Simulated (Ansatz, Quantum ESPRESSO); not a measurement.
# Evanescent states of AlN, zinc blende type, lattice constant set to 4.488 Å, part 3 of 3

How good a tunnel barrier is AlN, zinc blende type, lattice constant set to 4.488 Å?

Quantum ESPRESSO 7.5; plane-wave DFT, PBE, GBRV ultrasoft pseudopotentials; cross-check by Ansatz 0.2.0 with PAW datasets.

So far. Step 2 (Ground state): The run needed 11 iterations to bring the estimated error under 1e-09 Ry.

The structure was built from a prototype and need not be the compound's stable phase.

### Step 4. Complex band structure, with epsproj = 0.001

Level of this step: complex band structure by pwcond; plane-wave DFT, PBE, GBRV ultrasoft pseudopotentials (Quantum ESPRESSO).

A sensitivity test on the input.

File cbs.w.in:

```
&inputcond
  outdir = './out'
  prefixl = 'scf'
  band_file = 'cbs.w'
  ikind = 0
  ewind = 4.0
  epsproj = 0.001
  nz1 = 7
  energy0 = 4.48
  denergy = -0.16
/
4
  0.00000000 0.00000000 1.00000000
  0.50000000 0.00000000 1.00000000
  0.50000000 0.50000000 1.00000000
  0.25000000 0.00000000 1.00000000
41
```

Started as:

```sh
$ OMP_NUM_THREADS=1 mpirun -n 2 pwcond.x -in cbs.w.in > cbs.w.out
```

Numbers of over 12 decimals in the logs are rounded to 6 here.

Output:

```text
[banner, memory and clock lines left out]
Program PWCOND v.7.5 starts
[citation notice left out]

[...]
./out/scf.save/

     IMPORTANT: XC functional enforced from input :
     Exchange-correlation= PBE
                           (   1   4   3   4   0   0   0)
     Any further DFT definition will be discarded
     Please, verify this is what you really want

     Reading collected, re-writing distributed wavefunctions

===== INPUT FILE containing the left lead =====

     GEOMETRY:

     lattice parameter (alat)  =       5.9970  a.u.
     the volume                =     305.0178 (a.u.)^3
     the cross section         =      35.9645 (a.u.)^2
     l of the unit cell        =       1.4142 (alat)
     number of atoms/cell      =            4
     number of atomic types    =            2

     crystal axes: (cart. coord. in units of alat)
               a(1) = (  1.0000  0.0000  0.0000 )
               a(2) = (  0.0000  1.0000  0.0000 )
               a(3) = (  0.0000  0.0000  1.4142 )

   Cartesian axes

     site n.     atom                  positions (alat units)
          1        Al     tau(  1)=(  0.0000  0.0000  1.4142  )
          2        N      tau(  2)=(  0.5000  0.0000  0.3536  )
          3        Al     tau(  3)=(  0.5000  0.5000  0.7071  )
          4        N      tau(  4)=(  0.0000  0.5000  1.0607  )

     nr1s                      =           25
     nr2s                      =           25
     nr3s                      =           36
     nr1sx                     =           25
     nr2sx                     =           25
     nr3sx                     =           36
     nr1                       =           27
     nr2                       =           27
     nr3                       =           40
     nr1x                      =           27
     nr2x                      =           27
     nr3x                      =           40

 _______________________________
  Radii of nonlocal spheres:

     type       ibeta     ang. mom.          radius (alat units)
       Al         1         0                    0.3200
       Al         2         1                    0.3200
       Al         3         2                    0.3200
       N          1         0                    0.2015
       N          2         0                    0.2015
       N          3         1                    0.2015
       N          4         1                    0.2015
----- General information -----

----- Complex band structure calculation -----

     nrx                       =           25
     nry                       =           25
     nz1                       =            7

     energy0               =         4.5E+00
     denergy               =        -1.6E-01
     nenergy               =         41
     ecut2d                =         4.0E+01
     ewind                 =         4.0E+00
     epsproj               =         1.0E-03

     number of k_|| points=    4
                       cryst. coord.
        k(    1) = (   0.0000000   0.0000000), wk =   0.2500000
        k(    2) = (   0.5000000   0.0000000), wk =   0.2500000
        k(    3) = (   0.5000000   0.5000000), wk =   0.2500000
        k(    4) = (   0.2500000   0.0000000), wk =   0.2500000
----- Information about left lead -----

     nocros                   =            9
     noins                    =           25
     norb                     =           43
     norbf                    =           43
     nrz                      =           36

      iorb      type   ibeta   ang. mom.   m       position (alat)
        1        1       1        0        1   taunew(   1)=(  0.0000  0.0000  0.0000)
        2        1       2        1        1   taunew(   2)=(  0.0000  0.0000  0.0000)
[...]
43        1       3        2        5   taunew(  43)=(  0.0000  0.0000  1.4142)
    k slab    z(k)  z(k+1)     crossing(iorb=1,norb)
    1   0.0000 0.0393 0.0393   1111111110000000000000000000000000000000000
    2   0.0393 0.0786 0.0393   1111111110000000000000000000000000000000000
[...]
36   1.3749 1.4142 0.0393   0000000000000000000000000000000000111111111
 ngper, shell number =          113          19
 ngper, n2d =          113          56
---  E-Ef =    4.4800000  k =    0.0000000   0.0000000
---  ie =          1  ik =          1
 Nchannels of the left tip =            2
 Right moving states:
   k1(2pi/a)   k2(2pi/a)   E-Ef (eV)
   0.2158724   0.0000000   4.4800000
   0.3140895   0.0000000   4.4800000
 Left moving states:
   k1(2pi/a)   k2(2pi/a)   E-Ef (eV)
  -0.2158717   0.0000000   4.4800000
  -0.3140897   0.0000000   4.4800000

---  E-Ef =    4.3200000  k =    0.0000000   0.0000000
---  ie =          2  ik =          1
 Nchannels of the left tip =            2
 Right moving states:
   k1(2pi/a)   k2(2pi/a)   E-Ef (eV)
   0.1930406   0.0000000   4.3200000
   0.2897651   0.0000000   4.3200000
 Left moving states:
   k1(2pi/a)   k2(2pi/a)   E-Ef (eV)
  -0.1930399   0.0000000   4.3200000
  -0.2897652   0.0000000   4.3200000
[... further energies and points left out ...]
---  E-Ef =   -1.7600000  k =    0.2500000   0.0000000
---  ie =         40  ik =          4
 Nchannels of the left tip =            1
 Right moving states:
   k1(2pi/a)   k2(2pi/a)   E-Ef (eV)
   0.3261337   0.0000000  -1.7600000
 Left moving states:
   k1(2pi/a)   k2(2pi/a)   E-Ef (eV)
  -0.3261340   0.0000000  -1.7600000

---  E-Ef =   -1.9200000  k =    0.2500000   0.0000000
---  ie =         41  ik =          4
 Nchannels of the left tip =            1
 Right moving states:
   k1(2pi/a)   k2(2pi/a)   E-Ef (eV)
   0.3002090   0.0000000  -1.9200000
 Left moving states:
   k1(2pi/a)   k2(2pi/a)   E-Ef (eV)
  -0.3002092   0.0000000  -1.9200000

[...]
```

Elapsed: 22 s, on 2 MPI ranks of Arm Neoverse V1, shared host; peak memory 0.09 GiB; 44 s of CPU time.

The changed values were drawn from a wide range, not chosen for quality; the comparison shows what they did here together.

Beside the run it was changed from:

| quantity | this run | unchanged run | difference |
| --- | --- | --- | --- |
| peak of the smallest κ at the zone centre (Å⁻¹) | 0.244 | 0.244 | 0 |
| peak of the smallest κ at (1/2, 1/2) (Å⁻¹) | 0.369 | 0.369 | 0 |
| wall time (s) | 22 | 68 |  |

The physical values in this table stay within 0.05 %.

### Step 5. The same in Ansatz

A second code with its own PAW datasets, on the same atoms.

Level of this step: plane-wave DFT, PBE, Ansatz PAW (Ansatz 0.2.0).

File input.yaml:

```yaml
crystal:
  lattice:
    - [3.173495234, 0.0, 0.0]
    - [0.0, 3.173495234, 0.0]
    - [0.0, 0.0, 4.488]
  atoms:
    - { symbol: Al, position: [0.0, 0.0, 0.0] }
    - { symbol: "N", position: [0.5, 0.0, 0.25] }
    - { symbol: Al, position: [0.5, 0.5, 0.5] }
    - { symbol: "N", position: [0.0, 0.5, 0.75] }
kpoints:
  mp_grid: { grid: [8, 8, 6] }
hamiltonian:
  xc: pbe
scf:
  occupations: { method: fixed }
  convergence: { dr2_threshold: 1.0e-09 }
output:
  transmission:
    leads: [[0, 0]]
    kpoints: [[0, 0], [0.5, 0], [0.5, 0.5], [0.25, 0]]
    e_range: [-1.92, 4.48]
    de: 0.16
```

Started as:

```sh
$ ansatz run input.yaml --threads 2 --pin off --max-ram 4096MiB --backend cpu --events-out ev --progress --plain --runs-dir out
```

Output:

```text
Engine: ansatz 0.2.0, aarch64-unknown-linux-gnu
Pseudopotentials: kind: paw
Pseudopotential: Al, paw, valence charge 3, recommended cutoff 420 eV (normal), Al.paw.azcp
Pseudopotential: N, paw, valence charge 5, recommended cutoff 420 eV (normal), N.paw.azcp
Functional definition: PBE
  parameter kappa = 0.804
  parameter beta = 0.066725
  exchange = pbe_x(kappa = kappa, mu = beta*pi^2/3)
  correlation = pbe_c(beta = beta)
Crystal: 4 atoms, lattice volume = 45.199 Å³
Basis set: ecut = 420 eV, 903 PW (Γ)
Bands: 12, of which v1, the nominal top of the filled ones, is band 8 counted from 1 (7 counted from 0)
Symmetry: 16 space group operations
Space group: F-43m (ITA 216), of the structure as read, at distance tolerance 3.6e-5 Å
k-points: 60 of 384 (time reversal used)
Non-local potential: Al, projectors of the file, l = 0: 2, l = 1: 2, l = 2: 1
Non-local potential: N, projectors of the file, l = 0: 2, l = 1: 2, l = 2: 1
PAW form: soft (Blöchl's): semilocal exchange-correlation on the pseudo side does not see the compensation charge
PAW one-centre angular grid: Al, 110 points (default); XC on 64 Gauss nodes
PAW one-centre angular grid: N, 110 points (default); XC on 64 Gauss nodes
Initial density: superposition of atomic densities (neutral atoms: chi_scale 0, normalization atom), corrected by the library's trained network
Initial wavefunctions: pseudopotential atomic-orbital guess
Functional: x = pbe(κ = 0.804, μ = 0.219515), c = pbe(β = 0.066725)
SCF iter   1: F=—  HF=-1848.340596 eV  |F-HF|=—  |Δ(HF+E_count)|=         —  Δρ=6.47e-4  dr2=7.59e-5  ethr=1.77e-3  ⟨swp⟩=4.9  Hψ=3950  notcnv=0  defer=79
preconditioner: auto → none  [insulator: Δε(μ)=3.279 eV  Ē_g=12.554 eV  n_scr=6 (ndim 8)  ℏωp=22.1 eV  f_vac=0.000  ε∞_Penn≈4.1]
SCF iter   2: F=—  HF=-1848.340866 eV  |F-HF|=—  |Δ(HF+E_count)|=   2.70e-4  Δρ=3.18e-4  dr2=1.64e-5  ethr=4.75e-7  ⟨swp⟩=2.3  Hψ=1771  notcnv=0  defer=120
SCF iter   3: F=—  HF=-1848.340940 eV  |F-HF|=—  |Δ(HF+E_count)|=   7.41e-5  Δρ=4.35e-5  dr2=3.44e-7  ethr=1.02e-7  ⟨swp⟩=2.0  Hψ=1164  notcnv=0  defer=55
SCF iter   4: F=—  HF=-1848.340940 eV  |F-HF|=—  |Δ(HF+E_count)|=   1.72e-7  Δρ=1.35e-5  dr2=8.93e-8  ethr=2.15e-9  ⟨swp⟩=2.0  Hψ=1155  notcnv=0  defer=4
SCF iter   5: F=—  HF=-1848.340940 eV  |F-HF|=—  |Δ(HF+E_count)|=   1.00e-8  Δρ=8.57e-6  dr2=1.53e-8  ethr=5.58e-10  ⟨swp⟩=2.0  Hψ=1124  notcnv=0  defer=4
SCF iter   6: F=—  HF=-1848.340940 eV  |F-HF|=—  |Δ(HF+E_count)|=  5.62e-10  Δρ=2.29e-6  dr2=1.11e-9  ethr=9.59e-11  ⟨swp⟩=2.0  Hψ=1198  notcnv=0  defer=4
SCF iter   7: F=-1848.340940 eV  HF=-1848.340940 eV  |F-HF|=5.00e-12  |Δ(HF+E_count)|=  1.43e-10  Δρ=3.33e-7  dr2=2.13e-11  ethr=6.25e-12  ⟨swp⟩=3.9  Hψ=2840  notcnv=0
SCF 1 converged in 7 iterations: F = -1848.340940 eV  dr2 = 2.13e-11
  greatest PAW one-centre occupation: 0.784 electrons in one spin orbital (limit 2), on the N atom at site 3 (counted from 0), in its partial waves of l = 0
transmission: 6 of 24 steps passed
transmission: 12 of 24 steps passed
transmission: 18 of 24 steps passed
transmission: 24 of 24 steps passed
SCF converged after 7 iterations
Free energy (F): -1848.340940 eV
Harris-Foulkes:  -1848.340940 eV  (|F-HF|=5.00e-12)
Internal energy: -1848.340940 eV  (E = F + TS)
E sigma→0 (E₀):  -1848.340940 eV
Fermi energy:    6.148077 eV
--- Per-component energies (eV) ---
  E_band       = 19.917268
  E_kinetic    = 312.040672
  E_local      = -460.460688  (includes V_loc(G=0)·N_el)
  E_nonlocal   = 109.657606
  E_hartree    = 158.730333
  E_xc         = -201.645206
  E_vxc        = -213.290272  (∫ρ·V_xc dr)
  E_paw        = -1189.319595  (= ΣΔE_a)
  E_vpaw       = -45.490842  (= ΣTr[D̂ρ^β])
  E_aug_tail   = 0.000194  (compensation charges beyond the density's cutoff)
  E_ewald      = -577.344255
  E_smearing   = -0.000000  (= −TS)
  E_closure    = 0.000000  (closes the sum)
  Σ components = -1848.340940   (vs F -1848.340940, Δ=0.00e0)
--- Band table (eV; the first three rows and the last of 60) ---
  k-point 0: bands = [... 4 lower, 4.4666, 6.1481, 6.1481, 6.1481, 9.4265, 9.6378, 14.2725, 17.9448]
  k-point 1: bands = [... 4 lower, 4.5605, 5.5460, 6.0113, 6.0113, 9.8000, 10.3023, 14.4541, 17.4969]
  k-point 2: bands = [... 4 lower, 4.8280, 4.8280, 5.6587, 5.6587, 10.7748, 11.4211, 14.9776, 16.5246]
  k-point 59: bands = [... 4 lower, 2.9838, 2.9838, 3.6363, 3.6363, 12.0032, 12.0032, 17.1122, 17.1122]
--- Transmission ---
  basis      : 89 plane waves across, 6 finite elements along
  points     : 4, as listed
  energies   : 41 from -1.920000 to 4.480000 eV about the Fermi level, 0.160000 eV apart; the leads are filled to 1.639229 eV, and channels, transmission and decay are at 1.600000 eV
  crystal 0  : N2Al2, at the sites [0, 0], period 4.4880 Å: whole cells are its period
    offset         : up to 0.0000 Å between an atom of the period and one for which it stands
    channels       : 0.000000e0 a spin
    conductance    : none, the energies end too early or step too widely for 300 K: set another output.transmission.e_range or a lower de, or, where they end at an eighth of basis.ecutwfc, a higher one
    slowest decay  : 0.2439 /Å at (0.0000, 0.0000)
```

Elapsed: 7.9 s, on 2 threads; peak memory 0.31 GiB; 13 s of CPU time.

This step gave:

```
free energy                                      : -1848.3409 eV
gap by band count                                : 3.278 eV
symmetry operations                              : 16
slowest decay at the grid energy nearest mid-gap : 0.2439 Å⁻¹
peak of the smallest κ at the zone centre        : 0.2441 Å⁻¹
energy of the peak at the zone centre            : 1.76 eV
peak of the smallest κ at (1/2, 1/2)             : 0.3690 Å⁻¹
valence top, on the run's zero                   : 6.148 eV
```

K across = (0, 0) in the cell's reciprocal vectors; values within 0.0025 1/Å of each other count once, columns are sorted by size at each energy, a dash where no further value was kept. Im kz of the slowest decaying states against energy, zero at the highest filled level of the SCF mesh:

| energy (eV) | decay 1 (Å⁻¹) | decay 2 (Å⁻¹) | decay 3 (Å⁻¹) |
| --- | --- | --- | --- |
| -1.92 | 0.364 | 0.784 | - |
| -1.76 | 0.211 | 0.772 | - |
| -1.60 | 0.761 | - | - |
| -1.44 | 0.749 | - | - |
| -1.28 | 0.737 | - | - |
| -1.12 | 0.725 | - | - |
| -0.96 | 0.713 | - | - |
| -0.64 | 0.688 | - | - |
| -0.48 | 0.675 | 1.49 | - |
| -0.32 | 0.661 | 1.48 | - |
| -0.16 | 0.648 | 1.47 | - |
| 0.00 | 0.00782 | 0.0145 | 0.634 |
| 0.16 | 0.106 | 0.241 | 0.620 |
| 0.32 | 0.145 | 0.334 | 0.605 |
| 0.48 | 0.173 | 0.400 | 0.590 |
| 0.64 | 0.193 | 0.453 | 0.575 |
| 0.80 | 0.209 | 0.497 | 0.558 |
| 0.96 | 0.221 | 0.534 | 0.542 |
| 1.12 | 0.231 | 0.524 | 0.566 |
| 1.44 | 0.242 | 0.487 | 0.620 |
| 1.60 | 0.244 | 0.467 | 0.642 |
| 1.76 | 0.244 | 0.445 | 0.662 |
| 1.92 | 0.242 | 0.423 | 0.680 |
| 2.08 | 0.239 | 0.398 | 0.697 |
| 2.24 | 0.233 | 0.372 | 0.712 |
| 2.40 | 0.225 | 0.344 | 0.725 |
| 2.56 | 0.214 | 0.312 | 0.737 |
| 2.72 | 0.201 | 0.277 | 0.749 |
| 2.88 | 0.184 | 0.235 | 0.759 |
| 3.04 | 0.162 | 0.182 | 0.768 |
| 3.20 | 0.105 | 0.133 | 0.776 |
| 3.52 | 0.790 | 1.12 | - |
| 3.68 | 0.797 | 1.10 | - |
| 3.84 | 0.802 | 1.08 | - |
| 4.00 | 0.807 | 1.06 | - |
| 4.16 | 0.811 | 1.04 | - |
| 4.32 | 0.814 | 1.02 | - |
| 4.48 | 0.818 | 1.00 | - |

K across = (0, 0) in the cell's reciprocal vectors. The Re kz of states that move upwards by energy, zero at the highest filled level of the SCF mesh:

| energy (eV) | channel 1 (Å⁻¹) | channel 2 (Å⁻¹) | channel 3 (Å⁻¹) |
| --- | --- | --- | --- |
| -1.92 | -0.507 | - | - |
| -1.60 | -0.442 | 0.218 | 0.218 |
| -1.28 | -0.377 | 0.494 | 0.494 |
| -0.96 | -0.311 | 0.682 | 0.682 |
| -0.64 | -0.548 | -0.548 | -0.242 |
| -0.32 | -0.366 | -0.366 | -0.162 |
| -0.16 | -0.252 | -0.252 | -0.112 |
| 0.00 | - | - | - |
| 0.16 | - | - | - |
| 0.48 | - | - | - |
| 0.80 | - | - | - |
| 1.12 | - | - | - |
| 1.44 | - | - | - |
| 1.76 | - | - | - |
| 2.08 | - | - | - |
| 2.40 | - | - | - |
| 2.72 | - | - | - |
| 2.88 | - | - | - |
| 3.20 | - | - | - |
| 3.52 | 0.0454 | 0.187 | - |
| 3.84 | 0.162 | 0.288 | - |
| 4.16 | 0.235 | 0.367 | - |
| 4.48 | 0.299 | 0.436 | - |

K across = (1/2, 0) in the cell's reciprocal vectors; values within 0.0025 1/Å of each other count once, columns are sorted by size at each energy, a dash where no further value was kept. Im kz of the slowest decaying states against energy, zero at the highest filled level of the SCF mesh:

| energy (eV) | decay 1 (Å⁻¹) | decay 2 (Å⁻¹) | decay 3 (Å⁻¹) |
| --- | --- | --- | --- |
| -1.92 | 1.20 | 1.49 | - |
| -1.60 | 1.12 | 1.46 | - |
| -1.28 | 1.03 | 1.43 | - |
| -0.96 | 0.889 | 1.40 | - |
| -0.64 | 0.613 | 1.37 | - |
| -0.32 | 0.138 | 0.613 | 1.34 |
| -0.16 | 0.196 | 0.751 | 1.32 |
| 0.00 | 0.238 | 0.828 | 1.31 |
| 0.16 | 0.272 | 0.880 | 1.29 |
| 0.48 | 0.325 | 0.945 | 1.26 |
| 0.80 | 0.365 | 0.985 | 1.22 |
| 1.12 | 0.397 | 1.01 | 1.19 |
| 1.44 | 0.422 | 1.03 | 1.16 |
| 1.76 | 0.443 | 1.04 | 1.12 |
| 2.08 | 0.459 | 1.04 | 1.08 |
| 2.40 | 0.470 | 1.04 | 1.05 |
| 2.72 | 0.478 | 1.01 | 1.04 |
| 2.88 | 0.480 | 0.991 | 1.03 |
| 3.20 | 0.483 | 0.953 | 1.03 |
| 3.52 | 0.481 | 0.914 | 1.02 |
| 3.84 | 0.476 | 0.874 | 1.01 |
| 4.16 | 0.466 | 0.834 | 0.993 |
| 4.48 | 0.452 | 0.792 | 0.979 |

K across = (1/2, 1/2) in the cell's reciprocal vectors; values within 0.0025 1/Å of each other count once, columns are sorted by size at each energy, a dash where no further value was kept. Table of Im kz of the slowest decaying states by energy, zero at the highest filled level of the SCF mesh:

| energy (eV) | decay 1 (Å⁻¹) | decay 2 (Å⁻¹) |
| --- | --- | --- |
| -1.92 | - | - |
| -1.76 | - | - |
| -1.44 | 0.198 | 0.204 |
| -1.28 | 0.244 | 0.258 |
| -0.96 | 0.301 | 0.334 |
| -0.80 | 0.320 | 0.363 |
| -0.64 | 0.334 | 0.388 |
| -0.32 | 0.354 | 0.429 |
| -0.16 | 0.361 | 0.446 |
| 0.00 | 0.365 | 0.461 |
| 0.32 | 0.369 | 0.486 |
| 0.48 | 0.369 | 0.497 |
| 0.80 | 0.364 | 0.514 |
| 0.96 | 0.359 | 0.522 |
| 1.12 | 0.354 | 0.529 |
| 1.44 | 0.339 | 0.539 |
| 1.60 | 0.329 | 0.543 |
| 1.76 | 0.318 | 0.547 |
| 2.08 | 0.292 | 0.552 |
| 2.24 | 0.275 | 0.554 |
| 2.56 | 0.236 | 0.555 |
| 2.72 | 0.210 | 0.555 |
| 2.88 | 0.180 | 0.554 |
| 3.20 | 0.0820 | 0.552 |
| 3.36 | 0.549 | - |
| 3.52 | 0.547 | - |
| 3.84 | 0.540 | - |
| 4.00 | 0.536 | - |
| 4.32 | 0.526 | - |
| 4.48 | 0.520 | - |

K across = (1/4, 0) in the cell's reciprocal vectors; values within 0.0025 1/Å of each other count once, columns are sorted by size at each energy, a dash where no further value was kept. Table of Im kz of the slowest decaying states by energy, zero at the highest filled level of the SCF mesh:

| energy (eV) | decay 1 (Å⁻¹) | decay 2 (Å⁻¹) | decay 3 (Å⁻¹) |
| --- | --- | --- | --- |
| -1.92 | 0.131 | 0.623 | 1.18 |
| -1.76 | 0.156 | 0.542 | 1.16 |
| -1.60 | 0.171 | 0.443 | 1.14 |
| -1.44 | 0.179 | 0.305 | 1.12 |
| -1.28 | 0.179 | 1.10 | - |
| -1.12 | 0.172 | 1.09 | - |
| -0.96 | 0.154 | 1.07 | - |
| -0.64 | 1.03 | - | - |
| -0.48 | 1.01 | - | - |
| -0.32 | 0.993 | - | - |
| -0.16 | 0.118 | 0.974 | - |
| 0.00 | 0.170 | 0.197 | 0.955 |
| 0.16 | 0.248 | 0.338 | 0.936 |
| 0.32 | 0.287 | 0.439 | 0.918 |
| 0.48 | 0.319 | 0.515 | 0.899 |
| 0.64 | 0.346 | 0.578 | 0.880 |
| 0.80 | 0.369 | 0.630 | 0.861 |
| 0.96 | 0.389 | 0.677 | 0.842 |
| 1.12 | 0.407 | 0.718 | 0.822 |
| 1.44 | 0.436 | 0.784 | 0.791 |
| 1.60 | 0.448 | 0.764 | 0.824 |
| 1.76 | 0.458 | 0.745 | 0.856 |
| 1.92 | 0.467 | 0.725 | 0.887 |
| 2.08 | 0.475 | 0.704 | 0.918 |
| 2.24 | 0.482 | 0.684 | 0.950 |
| 2.40 | 0.487 | 0.663 | 0.985 |
| 2.56 | 0.491 | 0.642 | 1.03 |
| 2.72 | 0.494 | 0.620 | 1.13 |
| 2.88 | 0.496 | 0.598 | 1.12 |
| 3.04 | 0.498 | 0.575 | 1.12 |
| 3.20 | 0.498 | 0.551 | 1.12 |
| 3.52 | 0.494 | 0.500 | 1.11 |
| 3.68 | 0.473 | 0.491 | 1.10 |
| 3.84 | 0.444 | 0.487 | 1.10 |
| 4.00 | 0.413 | 0.481 | 1.09 |
| 4.16 | 0.379 | 0.474 | 1.09 |
| 4.32 | 0.342 | 0.465 | 1.08 |
| 4.48 | 0.300 | 0.454 | 1.07 |

### Step 6. Worked from the printed numbers

T falls as exp(−2κd). With κ = 0.244 1/Å, 10 Å of barrier pass exp(−2 × 0.244 × 10) = 0.0076 of that channel, interfaces aside.

### Step 7. What came out

| Item | Value |
| --- | --- |
| gap on the SCF mesh | 3.27 eV |
| smallest κ at mid-gap among the four k points, at the zone centre | 0.244 Å⁻¹ |
| peak of the smallest κ in the stop band at the zone centre | 0.244 Å⁻¹ |
| peak of the smallest κ in the stop band at (1/2, 1/2) | 0.369 Å⁻¹ |
| energy of the peak at the zone centre, over the highest filled level | 1.60 eV |
| peak at the zone centre by Ansatz | 0.244 Å⁻¹ |

With a gap of 3.27 eV on the mesh, the smallest κ at mid-gap among the four k points, at the zone centre is 0.244 Å⁻¹ (PBE, GBRV ultrasoft). For a barrier with the Fermi level at mid-gap the slowest state found, at the zone centre, loses a factor of ten in probability every 4.7 Å or so. Stop bands away from the zone centre are mostly wider than the gap, so their peaks can lie above the conduction bottom. At the zone centre pwcond's peak is 0.244 and Ansatz's 0.244 1/Å, 0 % apart. The cell is the a/√2 one, turned by 45°, with two primitive cells, so X along [001] folds onto kz = 0. A semilocal gap is too small, often by a third to a half and by more in narrow-gap crystals, so real barriers decay faster.

[Logs are printed without paths, hosts, clocks, repeated set-up lines and the standing remarks that a program may print on its own settings, such as how far it seeks lower states.]

[Hosts, paths, dates, database ids (printed as entryN), source tags and the programs' standing remarks are cut or masked in the printed files.]

[Maps of the electrostatic potential energy from Ansatz leave out the sawtooth potential of an applied field or a dipole correction, so their vacuum need not be flat; planar profiles and work functions include it.]
